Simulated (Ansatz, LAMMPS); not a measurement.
# Glassy 77SiO2-6B2O3-8CaO-8MgO (mol %) (142 atoms): support functions against a reference

Wanted: errors and times of a linear-scaling basis for glassy 77SiO2-6B2O3-8CaO-8MgO (mol %) (142 atoms). A setting counts as converged where the r.m.s. difference of forces stays under 1 % of the r.m.s. force.

Method: Kohn-Sham DFT, PBE, PAW (set soft_2), plane waves, in Ansatz 0.2.0.

**1. Set-up**

The cell holds 142 atoms: 37 Si, 6 B, 4 Ca, 4 Mg and 91 O. Cell: a = 12.128 Å, b = 12.128 Å, c = 12.128 Å, α = 90.0°, β = 90.0°, γ = 90.0°. 142 atoms (37 Si, 6 B, 4 Ca, 4 Mg, 91 O) placed at random at 2.31 g/cm³, melted at 3000 K for 20 ps at fixed volume with the Buckingham and Coulomb pair potential of Guillot and Sator (Geochim. Cosmochim. Acta 71, 1249 (2007)) with the boron terms of Wang et al. (J. Non-Cryst. Solids 498, 294 (2018)). Quenched from 3000 K to 300 K at 1000 K/ps and fixed volume, held 10 ps at zero pressure.

Limits known from the start: The quench rate of 1000 K/ps is many orders above laboratory rates, so the cell is likely richer in defects and strain than a real sample. The starting topology of bonds comes from the classical model, and needn't be the one that DFT or experiment would give. Sampling is at Γ alone, for a cell whose shortest periodic width is 12 Å.

**2. Making the structure**

A classical potential makes the cell, at a small fraction of what the same run would cost in DFT.

This step: classical MD, Buckingham and Coulomb pair potential of Guillot and Sator (Geochim. Cosmochim. Acta 71, 1249 (2007)) with the boron terms of Wang et al. (J. Non-Cryst. Solids 498, 294 (2018)) (LAMMPS 22 Jul 2025 - Update 4).

File in.lmp:

```
# melt-quench of Si37B6Ca4Mg4O91
units metal
atom_style charge
boundary p p p
region box block 0 12.6576 0 12.6576 0 12.6576
create_box 5 box
mass 1 28.0850   # Si
mass 2 10.8100   # B
mass 3 40.0780   # Ca
mass 4 24.3050   # Mg
mass 5 15.9990   # O
create_atoms 1 random 37 896136 NULL overlap 1.5 maxtry 2000
create_atoms 2 random 6 896143 NULL overlap 1.5 maxtry 2000
create_atoms 3 random 4 896150 NULL overlap 1.5 maxtry 2000
create_atoms 4 random 4 896157 NULL overlap 1.5 maxtry 2000
create_atoms 5 random 91 896164 NULL overlap 1.5 maxtry 2000
pair_style buck/coul/long 9.0
pair_coeff * * 0.0 1.0 0.0
pair_coeff 1 5 50306.10 0.161 46.2978   # Si-O
pair_coeff 2 5 206941.81 0.124 35.0018   # B-O
pair_coeff 3 5 155667.70 0.178 42.2597   # Ca-O
pair_coeff 4 5 32652.64 0.178 27.281   # Mg-O
pair_coeff 5 5 9022.79 0.265 85.0921   # O-O
pair_coeff 2 2 484.40 0.35 0.0   # B-B
pair_coeff 1 2 337.70 0.29 0.0   # Si-B
set type 1 charge 1.89
set type 2 charge 1.4175
set type 3 charge 0.945
set type 4 charge 0.945
set type 5 charge -0.945
kspace_style pppm 1.0e-4
neigh_modify delay 0 every 1 check yes
thermo_style custom step time temp pe press density
thermo_modify norm yes
# [... 17 lines left out ...]
fix md all nvt temp 3000 300 0.1
run 2700 post no
unfix md
thermo 3333
fix md all npt temp 300 300 0.1 iso 0 0 1
run 10000 post no
unfix md
write_dump all custom glass.dump id type xs ys zs modify sort id
```

On the command line:

```
> lmp -in in.lmp -log none -nocite
```

Numbers of over 12 decimals in the logs are rounded to 6 here.

Log:

```text
LAMMPS (22 Jul 2025 - Update 4)
Created orthogonal box = (0 0 0) to (12.6576 12.6576 12.6576)
Created 37 atoms
Created 6 atoms
Created 4 atoms
Created 4 atoms
Created 91 atoms
PPPM initialization ...
  G vector (1/distance) = 0.33732138
  grid = 12 12 12
  estimated relative force accuracy = 4.0576509e-05
   Step          Time           Temp          PotEng         Press         Density
         0   0              0             -1.1390282      815972.35      2.3070157
       100   0.1            0             -11.071308     -33454.518      2.3070157
       105   0.105          0             -11.080704     -34467.262      2.3070157
Loop time of 0.147111 s on 1 MPI rank(s) for 105 steps with 142 atoms
Minimization stats:
  Stopping criterion = energy tolerance
  Energy initial, next-to-last, final =
     -1.13902818694687   -11.080035580404  -11.0807037300889
  Force two-norm initial, final = 452.11592 2.2195483
  Iterations, force evaluations = 105 161
   Step          Time           Temp          PotEng         Press         Density
         0   0              3000          -11.080704     -5668.7528      2.3070157
       500   0.5            3080.0403     -10.686295      8943.1913      2.3070157
      1000   1              3045.2384     -10.751571      18473.669      2.3070157
Loop time of 0.690933 s on 1 MPI rank(s) for 1000 steps with 142 atoms
   Step          Time           Temp          PotEng         Press         Density
      1000   1              3045.2384     -10.751571      18473.669      2.3070157
      3333   3.333          3203.8196     -10.784608      14879.237      2.3070157
      6666   6.666          3116.6547     -10.791945     -6544.4975      2.3070157
      9999   9.999          2957.7419     -10.768332     -6410.5106      2.3070157
     13332   13.332         3585.623      -10.772824     -13214.39       2.3070157
     16665   16.665         2974.2227     -10.848851     -3125.5045      2.3070157
[... 2 lines left out ...]
Loop time of 13.6543 s on 1 MPI rank(s) for 20000 steps with 142 atoms
   Step          Time           Temp          PotEng         Press         Density
[... 12 lines left out ...]
Loop time of 1.80955 s on 1 MPI rank(s) for 2700 steps with 142 atoms
   Step          Time           Temp          PotEng         Press         Density
[... 1 line left out ...]
     26664   26.664         283.90176     -11.258855     -1232.9145      2.6112822
     29997   29.997         295.39997     -11.255347     -12267.018      2.6152624
     33330   33.33          308.45883     -11.254758      1526.0205      2.6063054
     33700   33.7           300.26536     -11.261588      5724.1504      2.6224
Loop time of 8.87502 s on 1 MPI rank(s) for 10000 steps with 142 atoms
```

Run time: 25 s. Hardware: 1 thread of Arm Neoverse V1, shared host; peak memory 0.071 GiB.

**3. Plane-wave single point**

This run is the reference for what follows, at a cutoff of 420 eV.

File input.yaml:

```yaml
crystal:
  lattice:
    - [12.12836, 0.0, 0.0]
    - [0.0, 12.12836, 0.0]
    - [0.0, 0.0, 12.12836]
  atoms:
    - { symbol: Si, position: [0.38681, 0.70264, 0.74321] }
    - { symbol: Si, position: [0.09482, 0.03458, 0.34757] }
    - { symbol: Si, position: [0.28608, 0.66108, 0.11502] }
    - { symbol: Si, position: [0.45327, 0.33772, 0.8731] }
    - { symbol: Si, position: [0.00012, 0.98437, 0.99618] }
    - { symbol: Si, position: [0.70957, 0.61752, 0.8682] }
    - { symbol: Si, position: [0.22042, 0.07126, 0.65367] }
    - { symbol: Si, position: [0.72114, 0.24826, 0.89677] }
    - { symbol: Si, position: [0.49452, 0.93455, 0.76902] }
    - { symbol: Si, position: [0.17841, 0.83467, 0.72006] }
    - { symbol: Si, position: [0.02742, 0.64297, 0.18544] }
    - { symbol: Si, position: [0.75075, 0.06274, 0.56556] }
    - { symbol: Si, position: [0.8685, 0.32888, 0.33815] }
    - { symbol: Si, position: [0.9596, 0.81054, 0.80569] }
    - { symbol: Si, position: [0.452, 0.97958, 0.06124] }
    - { symbol: Si, position: [0.02644, 0.84949, 0.3599] }
    - { symbol: Si, position: [0.3049, 0.53821, 0.90996] }
    - { symbol: Si, position: [0.73037, 0.61998, 0.60657] }
    - { symbol: Si, position: [0.95848, 0.49548, 0.61353] }
    - { symbol: Si, position: [0.41579, 0.39482, 0.64305] }
    - { symbol: Si, position: [0.70417, 0.76034, 0.2284] }
    - { symbol: Si, position: [0.47996, 0.69122, 0.29475] }
    - { symbol: Si, position: [0.47956, 0.07199, 0.29117] }
    - { symbol: Si, position: [0.73894, 0.11634, 0.33841] }
    - { symbol: Si, position: [0.49844, 0.99383, 0.53592] }
    - { symbol: Si, position: [0.61021, 0.43232, 0.48709] }
    - { symbol: Si, position: [0.83117, 0.36326, 0.07892] }
    - { symbol: Si, position: [0.58423, 0.74936, 0.01818] }
    - { symbol: Si, position: [0.31301, 0.37425, 0.32911] }
    - { symbol: Si, position: [0.55863, 0.4977, 0.03556] }
    - { symbol: Si, position: [0.87023, 0.9657, 0.21181] }
    - { symbol: Si, position: [0.05738, 0.57657, 0.84803] }
    [... 104 atom lines left out ...]
    - { symbol: O, position: [0.00195, 0.11774, 0.97579] }
    - { symbol: O, position: [0.99387, 0.30009, 0.3207] }
    - { symbol: O, position: [0.1086, 0.33586, 0.64339] }
    - { symbol: O, position: [0.02741, 0.74856, 0.27224] }
    - { symbol: O, position: [0.7962, 0.9552, 0.63117] }
    - { symbol: O, position: [0.97771, 0.25097, 0.82719] }
kpoints:
  mp_grid: { grid: [1, 1, 1] }
hamiltonian:
  xc: pbe
scf:
  occupations: { method: fixed }
output:
  forces: true
  stress: true
  populations: true
  dos:
    method: { smearing: { sigma: 0.08 } }
    de: 0.1
    projected: { site_lists: { B: [B], Ca: [Ca], Mg: [Mg], O: [O], Si: [Si] } }
  eigenvalues: true
  write_density: true
  write_potential: true
  volumetric_format: npy
```

On the command line:

```
> ansatz run input.yaml --threads 4 --pin off --max-ram 8192MiB --backend cpu --events-out ev --progress --plain --runs-dir out
```

Log:

```text
Engine: ansatz 0.2.0, aarch64-unknown-linux-gnu
Pseudopotentials: kind: paw
Pseudopotential: Si, paw, valence charge 4, recommended cutoff 420 eV (normal), Si.paw.azcp
Pseudopotential: B, paw, valence charge 3, recommended cutoff 420 eV (normal), B.paw.azcp
Pseudopotential: Ca, paw, valence charge 10, recommended cutoff 420 eV (normal), Ca.paw.azcp
Pseudopotential: Mg, paw, valence charge 10, recommended cutoff 420 eV (normal), Mg.paw.azcp
Pseudopotential: O, paw, valence charge 6, recommended cutoff 420 eV (normal), O.paw.azcp
[... 5 lines on functional and potentials left out ...]
Crystal: 142 atoms, lattice volume = 1784.047 Å³
Basis set: ecut = 420 eV, 34889 PW (Γ), exchange–correlation on 180×180×180 points (8 copies of the dense FFT grid, shifted against one another)
Bands: 538, of which v1, the nominal top of the filled ones, is band 396 counted from 1 (395 counted from 0)
Symmetry: 1 space group operations
Space group: P1 (ITA 1), of the structure as read, at distance tolerance 1.2e-4 Å
k-points: 1
[... 11 lines on functional and potentials left out ...]
Initial density: superposition of atomic densities (neutral atoms: chi_scale 0, normalization atom), corrected by the library's trained network
Initial wavefunctions: pseudopotential atomic-orbital guess
Functional: x = pbe(κ = 0.804, μ = 0.219515), c = pbe(β = 0.066725)
SCF iter   1: F=—  HF=-91200.915716 eV  |F-HF|=—  |Δ(HF+E_count)|=         —  Δρ=2.55e-3  dr2=1.80e-1  ethr=1.77e-3  ⟨swp⟩=6.0  Hψ=2104  notcnv=0  defer=140
preconditioner: auto → Resta (q_TF=auto, 2.383 Å⁻¹)  ε∞=3.2  [insulator: Δε(μ)=3.417 eV  Ē_g=16.241 eV  n_scr=436 (ndim 8)  ℏωp=24.1 eV  f_vac=0.142  ε∞_Penn≈3.2]
SCF iter   2: F=—  HF=-91200.902813 eV  |F-HF|=—  |Δ(HF+E_count)|=   1.29e-2  Δρ=1.34e-3  dr2=4.40e-2  ethr=2.28e-5  ⟨swp⟩=2.0  Hψ=997  notcnv=0  defer=140
SCF iter   3: F=—  HF=-91200.901442 eV  |F-HF|=—  |Δ(HF+E_count)|=   1.37e-3  Δρ=6.57e-4  dr2=1.06e-2  ethr=5.56e-6  ⟨swp⟩=3.0  Hψ=736  notcnv=0  defer=140
SCF iter   4: F=—  HF=-91200.899794 eV  |F-HF|=—  |Δ(HF+E_count)|=   1.65e-3  Δρ=2.04e-4  dr2=8.72e-4  ethr=1.34e-6  ⟨swp⟩=2.0  Hψ=734  notcnv=0  defer=140
SCF iter   5: F=—  HF=-91200.899833 eV  |F-HF|=—  |Δ(HF+E_count)|=   3.85e-5  Δρ=1.14e-4  dr2=1.99e-4  ethr=1.10e-7  ⟨swp⟩=2.0  Hψ=797  notcnv=0  defer=140
SCF iter   6: F=—  HF=-91200.899801 eV  |F-HF|=—  |Δ(HF+E_count)|=   3.14e-5  Δρ=3.73e-5  dr2=2.29e-5  ethr=2.51e-8  ⟨swp⟩=2.0  Hψ=708  notcnv=0  defer=140
SCF iter   7: F=—  HF=-91200.904747 eV  |F-HF|=—  |Δ(HF+E_count)|=   4.95e-3  Δρ=1.22e-5  dr2=2.64e-6  ethr=2.89e-9  ⟨swp⟩=2.0  Hψ=934  notcnv=0  defer=137
SCF iter   8: F=—  HF=-91200.904749 eV  |F-HF|=—  |Δ(HF+E_count)|=   1.94e-6  Δρ=6.92e-6  dr2=7.48e-7  ethr=3.33e-10  ⟨swp⟩=2.0  Hψ=732  notcnv=0  defer=137
SCF iter   9: F=-91200.904749 eV  HF=-91200.904749 eV  |F-HF|=1.62e-8  |Δ(HF+E_count)|=   4.35e-8  Δρ=1.96e-6  dr2=6.69e-8  ethr=1.26e-11  ⟨swp⟩=23.0  Hψ=6180  notcnv=0
SCF 1 converged in 9 iterations: F = -91200.904749 eV  dr2 = 6.69e-8
  greatest PAW one-centre occupation: 1.000 electrons in one spin orbital (limit 2), on the Mg atom at site 47 (counted from 0), in its partial waves of l = 0
WARN: The input density's exchange-correlation potential varies sharply where the density is thin. Do not read a vacuum level from v_tot or v_xc, or from such a field of the output density. On a cell that repeats whose density bears no net charge and no dipole along the vacuum's axis use v_es (v_loc + v_h of the components); [...]
SCF converged after 9 iterations
Free energy (F): -91200.904749 eV
Harris-Foulkes:  -91200.904749 eV  (|F-HF|=1.62e-8)
Internal energy: -91200.904749 eV  (E = F + TS)
E sigma→0 (E₀):  -91200.904749 eV
Fermi energy:    4.650123 eV
--- Per-component energies (eV) ---
  E_band       = -4787.387600
  E_kinetic    = 19587.314717
  E_local      = -58915.889625  (includes V_loc(G=0)·N_el)
  E_nonlocal   = 5953.791824
  E_hartree    = 21927.334464
  E_xc         = -9676.022407
  E_vxc        = -11445.912267  (∫ρ·V_xc dr)
  E_paw        = -38513.565714  (= ΣΔE_a)
  E_vpaw       = -3821.591614  (= ΣTr[D̂ρ^β])
  E_aug_tail   = 0.232209  (compensation charges beyond the density's cutoff)
  E_ewald      = -31564.100217
  E_smearing   = -0.000000  (= −TS)
  E_closure    = 0.000000  (closes the sum)
  Σ components = -91200.904749   (vs F -91200.904749, Δ=0.00e0)
--- Forces (eV/Å), atoms counted from 1 ---
  atom   1  Si     0.08007475     1.44167685    -0.07167110
  atom   2  Si     0.44631185     3.02229467     0.31029054
  atom   3  Si    -2.44735990    -0.71800246    -0.27445984
  atom   4  Si    -2.21893942     1.99835652    -1.89257941
  atom   5  Si    -0.12608864     0.41145219    -2.01323468
  atom   6  Si     0.52839957    -1.79143931     0.33980765
  atom   7  Si    -2.53745091     1.63612440     3.80964594
  atom   8  Si     1.07208319    -1.46041450    -0.71122416
  atom   9  Si     1.11546642    -0.85418362    -0.93914924
  atom  10  Si     1.03834981     0.54155220     1.00407421
  atom  11  Si     0.16372359    -0.93124786    -0.81690006
  atom  12  Si    -4.23723431     0.44137036     0.16621833
  atom  13  Si     0.59474869     1.17016820    -0.07732508
  atom  14  Si     0.58260539    -0.60516993     2.37394556
[...]
atom 141  O      1.70310839     1.63058889    -0.69162686
  atom 142  O     -0.77872812     0.30211605    -0.49112575
  max |Σ_I F_I| component: 9.31e-5 eV/Å
--- Stress (GPa, compression-positive) ---
        2.984646      -0.325329      -0.441465
       -0.325330       1.660256      -0.270681
       -0.441471      -0.270683      -0.360810
  P = ⅓ Tr σ = 1.4280 GPa (14.280 kbar)
--- Band table (eV) ---
  k-point 0: bands = ["-69.9909", "-69.3988", "-68.9541", "-68.7828", [... 522 levels ...], "14.0448", "14.0997", "14.1316", "14.1488", "14.1733", "14.2129", "14.2325", "14.2595", "14.3056", "14.3555", "14.3725", "14.3868"]
--- Löwdin populations: 142 sites ---
  site symbol       q [e]
     0     Si      2.2163
     1     Si      2.3454
     2     Si      2.2302
[...]
141      O      6.6371
  spilling = 0.012758 (of n_electrons = 792.000000)
```

It took 66 s on 4 threads of Arm Neoverse V1, shared host; peak memory 2.8 GiB; 4.2 min of CPU time.

The column dr2 measures how far the density is from self-consistency, as an energy; F and HF (Harris–Foulkes) agree once it is small.

The program notes that the exchange-correlation potential is rough where the density is thin.

The run gave:

- free energy: -91200.9047 eV
- free energy per atom: -642.2599 eV/atom
- SCF cycles: 9
- pressure: 1.428 GPa
- r.m.s. force component: 1.056 eV/Å
- longest force: 4.861 eV/Å
- Fermi energy: 4.65 eV
- gap (highest filled to lowest empty level): 3.166 eV
- spilling of the projection: 0.01276

The r.m.s. force component of 1.1 eV/Å sets the scale for the differences below.

**4. Support functions medium**

With localised support functions most steps grow linearly with size, though the diagonalisation grows faster unless the density matrix is cut; this run measures error and cost at this size. Besides, the program derives a nominal cutoff of 464 eV for this run, against the reference's 420.

This step: Kohn-Sham DFT, PBE, PAW (set soft_2), localised support functions (medium) (Ansatz 0.2.0).

input.yaml, the sections that differ from step 3:

```yaml
scf:
  occupations: { method: fixed }
  eigensolver: { kind: { support_functions: { accuracy: medium } } }
  max_iter: 150
output:
  forces: true
  eigenvalues: true
# crystal, kpoints, hamiltonian: as in step 3
```

Log:

```text
Warning: scf.eigensolver.kind.support_functions: disabling space-group detection — the functions' gradient is summed over unrotated k-points, so no spatial operation reduces the k-mesh or symmetrises the density; time reversal is kept, so that k and −k are solved as one point where they differ and the mesh holds both, and exact exchange and, on two spinor components, a DFT+U term hold to it where the run has them: [...]
Warning: basis.ecutwfc = 464 eV, auto-derived: no grid that the accuracy of the support functions lays serves the files at the lower one that their records recommend; a deck with other species or settings can derive another value
settings of this run that can trade accuracy for cost: scf.eigensolver.kind.support_functions [...]
[...]
Crystal: 142 atoms, lattice volume = 1784.047 Å³
Basis set: ecut = 464 eV, 40483 PW (Γ), exchange–correlation on 180×180×180 points (8 copies of the dense FFT grid, shifted against one another)
Bands: 476, of which v1, the nominal top of the filled ones, is band 396 counted from 1 (395 counted from 0)
Symmetry: 1 space group operations
k-points: 1
[...]
SCF iter   1: F=—  HF=-91185.675418 eV  |F-HF|=—  |Δ(HF+E_count)|=         —  Δρ=1.13e-1  dr2=2.36e2  ethr=1.00e-1
[...]
SCF iter  13: F=—  HF=-91201.562808 eV  |F-HF|=—  |Δ(HF+E_count)|=   3.12e-3  Δρ=1.44e-5  dr2=6.97e-6  ethr=3.88e-9  κ⁻¹=2.5e-5(r=7)
SCF iter  14: F=-91201.565363 eV  HF=-91201.565363 eV  |F-HF|=1.53e-7  |Δ(HF+E_count)|=   2.56e-3  Δρ=5.92e-6  dr2=1.27e-6  ethr=8.80e-10
SCF 1 converged in 14 iterations: F = -91201.601033 eV  dr2 = 1.27e-6
[...]
SCF converged after 14 iterations
Stability not checked: this state was not tested for a lower state beside it, because the mixer in use, unlike msr1, does not test its closes by its own steps (another_mixer; see scf.mixing.algorithm and scf.lower_state_search)
Free energy (F): -91201.601033 eV
[...]
Internal energy: -91201.601033 eV  (E = F + TS)
E sigma→0 (E₀):  -91201.601033 eV
Fermi energy:    4.650306 eV
[...]
Σ components = -91201.601033   (vs F -91201.601033, Δ=0.00e0)
--- Forces (eV/Å), atoms counted from 1 ---
  atom   1  Si     0.07992940     1.44174235    -0.07152302
  atom   2  Si     0.44610016     3.02145951     0.31113298
  atom   3  Si    -2.44683813    -0.71765855    -0.27476608
  atom   4  Si    -2.21872211     1.99778445    -1.89301763
[...]
atom 142  O     -0.77829494     0.30290469    -0.49371249
  max |Σ_I F_I| component: 2.11e-3 eV/Å
--- Band table (eV) ---
[...]
```

Run time: 4.1 min. Hardware: 4 threads; peak memory 5.4 GiB.

The program notes that the band table was not solved further than the SCF left it and it switched symmetry off.

Keys that differ from the reference: support_functions.accuracy = "medium" and scf.max_iter = 150.

Forces differ from the reference by 0.89 meV/Å r.m.s., 0.085 % of their size, well within a tolerance of 1 %; the energy by -4.9 meV/atom. It took 4.1 min and 14 cycles; the reference's time can't be set against it, since the two runs asked for unlike analyses.

[end of part 1 of 2]

[Logs are printed without paths, hosts, clocks, repeated set-up lines and the standing remarks that a program may print on its own settings, such as how far it seeks lower states.]

[Hosts, paths, dates, database ids (printed as entryN), source tags and the programs' standing remarks are cut or masked in the printed files.]
